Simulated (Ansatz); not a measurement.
# Liquid Al2O3 at 2363 K (110 atoms): repeated cells from small to large

How do plane waves and support functions scale when liquid Al2O3 at 2363 K (110 atoms) is repeated?

Program: Ansatz 0.2.0. Level of theory: Kohn-Sham DFT, PBEsol, PAW (set soft_1), plane waves. Results are calculated unless marked as measured.

**Experiments to compare with.** The atomic number density of molten alumina at 2400 K was taken from experiment (as quoted in “Structure of alumina glass”, 2022, PMC8752723): number density 0.0863 Å⁻³ at 2400 K.

## Step 1: The starting structure

The cell holds 110 atoms: 44 Al and 66 O. Its edges and angles: a = 10.829 Å, b = 10.829 Å, c = 10.829 Å, α = 90.0°, β = 90.0°, γ = 90.0°. 110 atoms (44 Al, 66 O) placed at random at 2.93 g/cm³, melted at 4500 K for 20 ps at fixed volume with the Morse and Coulomb pair potential with partial charges (Pedone, Malavasi, Menziani, Cormack and Segre, J. Phys. Chem. B 110, 11780 (2006)). Snapshot at the end of a hold of 20 ps at 2363 K and fixed volume.

Limits known from the start: The network of bonds at the start is that of the classical potential that made the cell, and needn't be the one that DFT or experiment would give.

## Step 2: Plane waves, typed cell on a dense mesh

The typed cell on a k-mesh is the yardstick: it samples like Γ on the cell repeated as often as the mesh has points along each axis. Its own convergence isn't tested.

The input, input.yaml:

```yaml
crystal:
  lattice:
    - [10.8291, 0.0, 0.0]
    - [0.0, 10.8291, 0.0]
    - [0.0, 0.0, 10.8291]
  atoms:
    - { symbol: Al, position: [0.42821, 0.15259, 0.2566] }
    - { symbol: Al, position: [0.57798, 0.73492, 0.16354] }
    - { symbol: Al, position: [0.55327, 0.04521, 0.70392] }
    - { symbol: Al, position: [0.95721, 0.64165, 0.73484] }
    - { symbol: Al, position: [0.53831, 0.39218, 0.67374] }
    - { symbol: Al, position: [0.8816, 0.39536, 0.28858] }
    - { symbol: Al, position: [0.59769, 0.98696, 0.41734] }
    - { symbol: Al, position: [0.25786, 0.59842, 0.98628] }
    - { symbol: Al, position: [0.70289, 0.16856, 0.18232] }
    - { symbol: Al, position: [0.387, 0.76935, 0.51781] }
    - { symbol: Al, position: [0.94603, 0.02754, 0.57347] }
    - { symbol: Al, position: [0.39325, 0.77528, 0.79707] }
    - { symbol: Al, position: [0.4257, 0.19888, 0.58795] }
    - { symbol: Al, position: [0.26495, 0.00049, 0.81121] }
    - { symbol: Al, position: [0.33035, 0.89851, 0.33539] }
    - { symbol: Al, position: [0.63429, 0.44103, 0.39836] }
    - { symbol: Al, position: [0.40676, 0.42038, 0.12205] }
    - { symbol: Al, position: [0.53254, 0.59078, 0.91578] }
    - { symbol: Al, position: [0.82873, 0.55762, 0.58566] }
    - { symbol: Al, position: [0.1492, 0.19827, 0.03628] }
    - { symbol: Al, position: [0.3223, 0.44505, 0.51818] }
    - { symbol: Al, position: [0.7953, 0.10812, 0.85096] }
    - { symbol: Al, position: [0.99467, 0.75039, 0.97749] }
    - { symbol: Al, position: [0.98976, 0.32396, 0.62452] }
    - { symbol: Al, position: [0.8901, 0.18939, 0.03293] }
    - { symbol: Al, position: [0.65059, 0.72466, 0.66369] }
    - { symbol: Al, position: [0.75216, 0.4186, 0.85258] }
    - { symbol: Al, position: [0.80851, 0.81352, 0.44185] }
    - { symbol: Al, position: [0.03243, 0.44508, 0.87519] }
    - { symbol: Al, position: [0.65503, 0.86493, 0.90992] }
    - { symbol: Al, position: [0.03671, 0.61885, 0.17474] }
    - { symbol: Al, position: [0.09046, 0.97291, 0.14859] }
    - { symbol: Al, position: [0.54512, 0.2549, 0.98132] }
    - { symbol: Al, position: [0.9837, 0.95351, 0.86782] }
    - { symbol: Al, position: [0.93338, 0.08972, 0.31054] }
    - { symbol: Al, position: [0.69632, 0.50055, 0.12648] }
    - { symbol: Al, position: [0.08424, 0.54395, 0.42765] }
    - { symbol: Al, position: [0.4335, 0.95901, 0.05481] }
    - { symbol: Al, position: [0.83599, 0.83536, 0.15879] }
    - { symbol: Al, position: [0.09855, 0.8161, 0.67297] }
    - { symbol: Al, position: [0.22818, 0.36315, 0.81459] }
    - { symbol: Al, position: [0.19166, 0.16306, 0.49653] }
    - { symbol: Al, position: [0.34349, 0.59933, 0.28932] }
    - { symbol: Al, position: [0.07345, 0.8608, 0.408] }
    - { symbol: O, position: [0.42215, 0.61626, 0.4474] }
    - { symbol: O, position: [0.36127, 0.41684, 0.68745] }
    - { symbol: O, position: [0.85382, 0.6634, 0.47697] }
    - { symbol: O, position: [0.90575, 0.69848, 0.14737] }
    - { symbol: O, position: [0.05965, 0.7046, 0.34398] }
    - { symbol: O, position: [0.49632, 0.44285, 0.96157] }
    - { symbol: O, position: [0.65613, 0.00756, 0.81088] }
    - { symbol: O, position: [0.25977, 0.26305, 0.9464] }
    - { symbol: O, position: [0.69088, 0.8147, 0.53574] }
    - { symbol: O, position: [0.81794, 0.70108, 0.69047] }
    - { symbol: O, position: [0.60959, 0.61999, 0.0775] }
    - { symbol: O, position: [0.46579, 0.87558, 0.42964] }
    - { symbol: O, position: [0.00983, 0.90416, 0.02921] }
    - { symbol: O, position: [0.97769, 0.59952, 0.88904] }
    - { symbol: O, position: [0.89353, 0.22468, 0.20117] }
    - { symbol: O, position: [0.01889, 0.32466, 0.99657] }
    - { symbol: O, position: [0.07512, 0.63233, 0.6319] }
    - { symbol: O, position: [0.41755, 0.93216, 0.7763] }
    - { symbol: O, position: [0.00402, 0.87538, 0.55316] }
    - { symbol: O, position: [0.65037, 0.30656, 0.1015] }
    - { symbol: O, position: [0.52769, 0.46552, 0.2567] }
    - { symbol: O, position: [0.75158, 0.25544, 0.87238] }
    - { symbol: O, position: [0.9152, 0.95487, 0.22504] }
    - { symbol: O, position: [0.52814, 0.23585, 0.73087] }
    - { symbol: O, position: [0.49414, 0.11833, 0.01019] }
    - { symbol: O, position: [0.39226, 0.63381, 0.90168] }
    - { symbol: O, position: [0.95392, 0.08766, 0.93261] }
    - { symbol: O, position: [0.18714, 0.48251, 0.8939] }
    - { symbol: O, position: [0.87939, 0.01279, 0.73763] }
    - { symbol: O, position: [0.12106, 0.98378, 0.74325] }
    - { symbol: O, position: [0.0196, 0.47874, 0.25796] }
    - { symbol: O, position: [0.19791, 0.32814, 0.52205] }
    - { symbol: O, position: [0.40399, 0.2719, 0.17682] }
    - { symbol: O, position: [0.76646, 0.08805, 0.05388] }
    [... 26 atom lines left out ...]
    - { symbol: O, position: [0.22378, 0.83036, 0.481] }
    - { symbol: O, position: [0.78397, 0.85654, 0.00464] }
    - { symbol: O, position: [0.68416, 0.50428, 0.53664] }
    - { symbol: O, position: [0.61238, 0.7426, 0.83302] }
    - { symbol: O, position: [0.54548, 0.07262, 0.56605] }
    - { symbol: O, position: [0.38275, 0.00464, 0.20003] }
kpoints:
  mp_grid: { grid: [2, 2, 2] }
hamiltonian:
  xc: pbesol
  pseudopotentials: { kind: paw, azcp: { folder: soft_1 }, xc_functional: pbe }
scf:
  occupations: { method: fermi_dirac, width: 0.025 }
output:
  forces: true
  stress: true
  populations: true
  dos:
    method: { smearing: { sigma: 0.08 } }
    de: 0.1
    projected: { site_lists: { Al: [Al], O: [O] } }
  eigenvalues: true
```

The run is started by

```
$ ansatz run input.yaml --threads 32 --pin off --max-ram 92160MiB --backend cuda --events-out ev --progress --plain --runs-dir out --max-vram 78GiB
```

Numbers of over 12 decimals in the logs are rounded to 6 here.

What it wrote:

```text
Engine: ansatz 0.2.0, aarch64-unknown-linux-gnu
Pseudopotentials: kind: paw
Pseudopotential: Al, paw, valence charge 3, recommended cutoff 420 eV (normal), soft_1/Al.paw.azcp
Pseudopotential: O, paw, valence charge 6, recommended cutoff 420 eV (normal), soft_1/O.paw.azcp
Functional definition: PBEsol
  exchange = pbesol_x
  correlation = pbesol_c
device memory: the entry about to start is reckoned to put 30.5 GiB on a device that reports 158.4 GiB free (of which the cap on the GPU budget leaves the run 78.0 GiB)
GPU FFT provider: cuFFT
GPU libraries: cuBLAS 13.8.1, cuFFT 12.4.0, cuSOLVER 12.3.2
GPU matrix products: emulated (plane waves: as basis.precision tells), large ones in fixed point in workspaces of 1.00 GiB
Crystal: 110 atoms, lattice volume = 1269.922 Å³
Basis set: ecut = 420 eV, 24837 PW (Γ), exchange–correlation on 150×150×150 points (8 copies of the dense FFT grid, shifted against one another)
Bands: 374, of which v1, the nominal top of the filled ones, is band 264 counted from 1 (263 counted from 0)
Symmetry: 1 space group operations
Space group: P1 (ITA 1), of the structure as read, at distance tolerance 1.1e-4 Å
k-points: 8
Non-local potential: Al, projectors of the file, l = 0: 2, l = 1: 2, l = 2: 1
Non-local potential: O, projectors of the file, l = 0: 2, l = 1: 2, l = 2: 1
PAW form: soft (Blöchl's): semilocal exchange-correlation on the pseudo side does not see the compensation charge
PAW frozen core: Al, regenerated for the run's functional, and the local potential with it (the file was generated under x = pbe(κ = 0.804, μ = 0.219515), c = pbe(β = 0.066725))
PAW frozen core: O, regenerated for the run's functional, and the local potential with it (the file was generated under x = pbe(κ = 0.804, μ = 0.219515), c = pbe(β = 0.066725))
PAW one-centre angular grid: Al, 110 points (default); XC on 64 Gauss nodes
PAW one-centre angular grid: O, 110 points (default); XC on 64 Gauss nodes
Initial density: superposition of atomic densities (chi_scale 0.1, normalization cell, long waves kept (reshape's long-wave potential 0.12 eV rms))
Initial wavefunctions: pseudopotential atomic-orbital guess
GPU buffer pool allocated for 421875 grid points (all kernels)
GPU transforms: local potential and band sums: pruned to the plane-wave sphere, on 75×75×75
Functional: x = pbesol(κ = 0.804, μ = 0.123457), c = pbesol(β = 0.046)
SCF iter   1: F=—  HF=-60253.830121 eV  |F-HF|=—  |Δ(HF+E_count)|=         —  Δρ=1.18e-1  dr2=1.96e2  ethr=3.10e-3  ⟨swp⟩=6.0  Hψ=12816  notcnv=0  defer=166
preconditioner: auto → Resta (q_TF=auto, 2.357 Å⁻¹)  ε∞=3.3  [insulator: Δε(μ)=3.306 eV  Ē_g=15.793 eV  σ=0.025 eV  W_gap=1.00  n_scr=256 (ndim 8)  ℏωp=23.9 eV  f_vac=0.007  D(μ)=0.00/eV (n_scr^D=0)  ε∞_Penn≈3.3]
SCF iter   2: F=—  HF=-60205.741806 eV  |F-HF|=—  |Δ(HF+E_count)|=    4.81e1  Δρ=4.27e-2  dr2=2.98e1  ethr=3.10e-3  ⟨swp⟩=3.0  Hψ=5637  notcnv=0  defer=836
SCF iter   3: F=—  HF=-60197.473243 eV  |F-HF|=—  |Δ(HF+E_count)|=    8.27e0  Δρ=1.33e-2  dr2=2.25e0  ethr=3.10e-3  ⟨swp⟩=3.2  Hψ=3816  notcnv=0  defer=836
SCF iter   4: F=—  HF=-60197.098382 eV  |F-HF|=—  |Δ(HF+E_count)|=   3.75e-1  Δρ=1.75e-3  dr2=5.12e-2  ethr=4.26e-4  ⟨swp⟩=3.5  Hψ=5059  notcnv=0  defer=837
SCF iter   5: F=—  HF=-60197.126759 eV  |F-HF|=—  |Δ(HF+E_count)|=   2.84e-2  Δρ=7.20e-4  dr2=6.67e-3  ethr=9.71e-6  ⟨swp⟩=2.2  Hψ=3976  notcnv=0  defer=837
SCF iter   6: F=—  HF=-60197.130179 eV  |F-HF|=—  |Δ(HF+E_count)|=   3.42e-3  Δρ=1.82e-4  dr2=6.48e-4  ethr=1.26e-6  ⟨swp⟩=2.0  Hψ=4055  notcnv=0  defer=837
SCF iter   7: F=—  HF=-60197.130429 eV  |F-HF|=—  |Δ(HF+E_count)|=   2.51e-4  Δρ=5.31e-5  dr2=4.55e-5  ethr=1.23e-7  ⟨swp⟩=2.0  Hψ=4021  notcnv=0  defer=837
SCF iter   8: F=—  HF=-60197.131292 eV  |F-HF|=—  |Δ(HF+E_count)|=   8.62e-4  Δρ=2.18e-5  dr2=6.11e-6  ethr=8.61e-9  ⟨swp⟩=2.0  Hψ=5055  notcnv=0  defer=837
SCF iter   9: F=—  HF=-60197.131298 eV  |F-HF|=—  |Δ(HF+E_count)|=   6.61e-6  Δρ=6.98e-6  dr2=7.05e-7  ethr=1.16e-9  ⟨swp⟩=2.0  Hψ=4243  notcnv=0  defer=837
SCF iter  10: F=-60197.131299 eV  HF=-60197.131299 eV  |F-HF|=3.47e-8  |Δ(HF+E_count)|=   7.83e-7  Δρ=1.95e-6  dr2=4.96e-8  ethr=1.89e-11  ⟨swp⟩=15.2  Hψ=18605  notcnv=0
SCF 1 converged in 10 iterations: F = -60197.131299 eV  dr2 = 4.96e-8
  greatest PAW one-centre occupation: 0.870 electrons in one spin orbital (limit 2), on the O atom at site 94 (counted from 0), in its partial waves of l = 0
SCF converged after 10 iterations
Free energy (F): -60197.131299 eV
Harris-Foulkes:  -60197.131299 eV  (|F-HF|=3.47e-8)
Internal energy: -60197.131299 eV  (E = F + TS)
E sigma→0 (E₀):  -60197.131299 eV
Fermi energy:    6.338468 eV
--- Per-component energies (eV) ---
  E_band       = -1036.647689
  E_kinetic    = 12304.829732
  E_local      = -29106.413715  (includes V_loc(G=0)·N_el)
  E_nonlocal   = 3906.088122
  E_hartree    = 11116.928897
  E_xc         = -6354.524812
  E_vxc        = -7334.100482  (∫ρ·V_xc dr)
  E_paw        = -30482.184758  (= ΣΔE_a)
  E_vpaw       = -3040.964688  (= ΣTr[D̂ρ^β])
  E_aug_tail   = 0.051657  (compensation charges beyond the density's cutoff)
  E_ewald      = -21585.077543
  E_core_change = 3.171121  (= ΣΔE_core)
  E_smearing   = -0.000000  (= −TS)
  E_closure    = -0.000000  (closes the sum)
  Σ components = -60197.131299   (vs F -60197.131299, Δ=0.00e0)
--- Forces (eV/Å), atoms counted from 1 ---
[... 110 lines of forces left out ...]
  max |Σ_I F_I| component: 4.42e-5 eV/Å
--- Stress (GPa, compression-positive) ---
       -1.139790      -2.599548       2.094198
       -2.599547       0.640891       2.629985
        2.094199       2.629978      -4.537581
  P = ⅓ Tr σ = -1.6788 GPa (-16.788 kbar)
--- Band table (eV; the first three rows and the last of 8) ---
--- Löwdin populations: 110 sites ---
  site symbol       q [e]
[... 110 lines, one an atom, left out ...]
  spilling = 0.008838 (of n_electrons = 528.000000)
```

Run time: 3.4 s. Hardware: 1 × NVIDIA GB200 with 32 threads of Arm Neoverse V2, shared host; peak memory 2.4 GiB; 20 s of CPU time.

That memory is the host's; the program planned up to 30.5 GiB on the GPU. Forces of this run were stored rounded, and per-atom blocks of the log weren't kept.

The run gave:

| Item | Value |
| --- | --- |
| free energy | -60197.1313 eV |
| free energy per atom | -547.2466 eV/atom |
| SCF cycles | 10 |
| pressure | -1.679 GPa |
| r.m.s. force component | 2.052 eV/Å |
| longest force | 8.409 eV/Å |
| Fermi energy | 6.338 eV |
| gap (highest filled to lowest empty level) | 0.9967 eV |
| spilling of the projection | 0.008838 |

The r.m.s. force component of 2.1 eV/Å sets the scale for the differences below.

## Step 3: Plane waves, 110 atoms

The typed cell is solved at Γ alone, the coarsest sampling of the series.

input.yaml, the sections that differ from step 2:

```yaml
kpoints:
  mp_grid: { grid: [1, 1, 1] }
output:
  forces: true
  eigenvalues: true
# crystal, hamiltonian, scf: as in step 2
```

It took 1.9 s on 1 × NVIDIA GB200 with 32 threads; peak memory 1 GiB; 4.6 s of CPU time.

That memory is the host's; the program planned up to 4.2 GiB on the GPU.

It converged in 10 SCF cycles; the log is left out.

The energy lies 2.23 meV/atom above the dense-mesh reference.

## Step 4: Support functions, 110 atoms

The typed cell is solved at Γ alone, now in support functions.

This step: Kohn-Sham DFT, PBEsol, PAW (set soft_1), localised support functions (medium) (Ansatz 0.2.0).

Edit input.yaml of step 3 so:

```diff
@@ -14,2 +14,4 @@
   occupations: { method: fermi_dirac, width: 0.025 }
+  eigensolver: { kind: { support_functions: { accuracy: medium } } }
+  max_iter: 150
 output:
```

The job ended after 4.4 s (1 × NVIDIA GB200 with 32 threads; peak memory 1 GiB).

That memory is the host's; the program planned up to 3.3 GiB on the GPU.

The program notes that the band table was not solved further than the SCF left it and it switched symmetry off.

It converged in 15 SCF cycles; the log is left out.

The energy lies 0.670 meV/atom below the dense-mesh reference, and 2.9 meV/atom below plane waves of the same size, an offset between the two bases that leaves the sampling error alike.

## Step 5: Plane waves, 880 atoms

The cell is repeated and solved at Γ in plane waves, whose cost grows towards the cube of the size.

This step: Kohn-Sham DFT, PBEsol, PAW (set soft_1), plane waves (Ansatz 0.2.0).

input.yaml, the sections that differ from step 4:

```yaml
crystal:
  lattice:
    - [10.8291, 0.0, 0.0]
    - [0.0, 10.8291, 0.0]
    - [0.0, 0.0, 10.8291]
  atoms:
    [... the 110 atom lines of step 2 ...]
  supercell: [2, 2, 2]
scf:
  occupations: { method: fermi_dirac, width: 0.025 }
# kpoints, hamiltonian, output: as in step 4
```

Run time: 13 s. Hardware: 1 × NVIDIA GB200 with 32 threads; peak memory 2.2 GiB; 25 s of CPU time.

That memory is the host's; the program planned up to 62.2 GiB on the GPU.

The program repeats the typed cell 2×2×2 times, 880 atoms in all; totals in the log are those of the whole repeated cell, and force differences are taken after averaging over the copies of each atom.

It converged in 11 SCF cycles; the log is left out.

This repeat at Γ samples the very k-points of the reference's mesh, so the two must agree.

The energy lies 0 meV/atom below the dense-mesh reference.

## Step 6: Support functions, 880 atoms

The repeated cell is solved at Γ in support functions.

This step: Kohn-Sham DFT, PBEsol, PAW (set soft_1), localised support functions (medium) (Ansatz 0.2.0).

Edit input.yaml of step 5 so:

```diff
@@ -15,2 +15,5 @@
   occupations: { method: fermi_dirac, width: 0.025 }
+  eigensolver: { kind: { support_functions: { accuracy: medium } } }
+  mixing: { beta: 0.2 }
+  max_iter: 150
 output:
```

Elapsed: 15 s, on 1 × NVIDIA GB200 with 32 threads; peak memory 2.4 GiB.

That memory is the host's; the program planned up to 16.9 GiB on the GPU.

The program repeats the typed cell 2×2×2 times, 880 atoms in all; totals in the log are those of the whole repeated cell, and force differences are taken after averaging over the copies of each atom.

It converged in 19 SCF cycles; the log is left out.

The energy lies 2.92 meV/atom below the dense-mesh reference, and 2.9 meV/atom below plane waves of the same size, an offset between the two bases that leaves the sampling error alike.

## Step 7: Support functions, 2970 atoms

The repeated cell is solved at Γ in support functions.

Edit input.yaml of step 6 so:

```diff
@@ -7,3 +7,3 @@
     [... the 110 atom lines of step 2 ...]
-  supercell: [2, 2, 2]
+  supercell: [3, 3, 3]
 kpoints:
```

Run time: 77 s. Hardware: 1 × NVIDIA GB200 with 32 threads; peak memory 7.6 GiB; 2.2 min of CPU time.

That memory is the host's; the program planned up to 61.4 GiB on the GPU.

The program repeats the typed cell 3×3×3 times, 2970 atoms in all; totals in the log are those of the whole repeated cell, and force differences are taken after averaging over the copies of each atom.

It converged in 20 SCF cycles; the log is left out.

The energy lies 2.94 meV/atom below the dense-mesh reference.

(Continued in part 2 of 2.)

[Logs are printed without paths, hosts, clocks, repeated set-up lines and the standing remarks that a program may print on its own settings, such as how far it seeks lower states.]

[Hosts, paths, dates, database ids (printed as entryN), source tags and the programs' standing remarks are cut or masked in the printed files.]
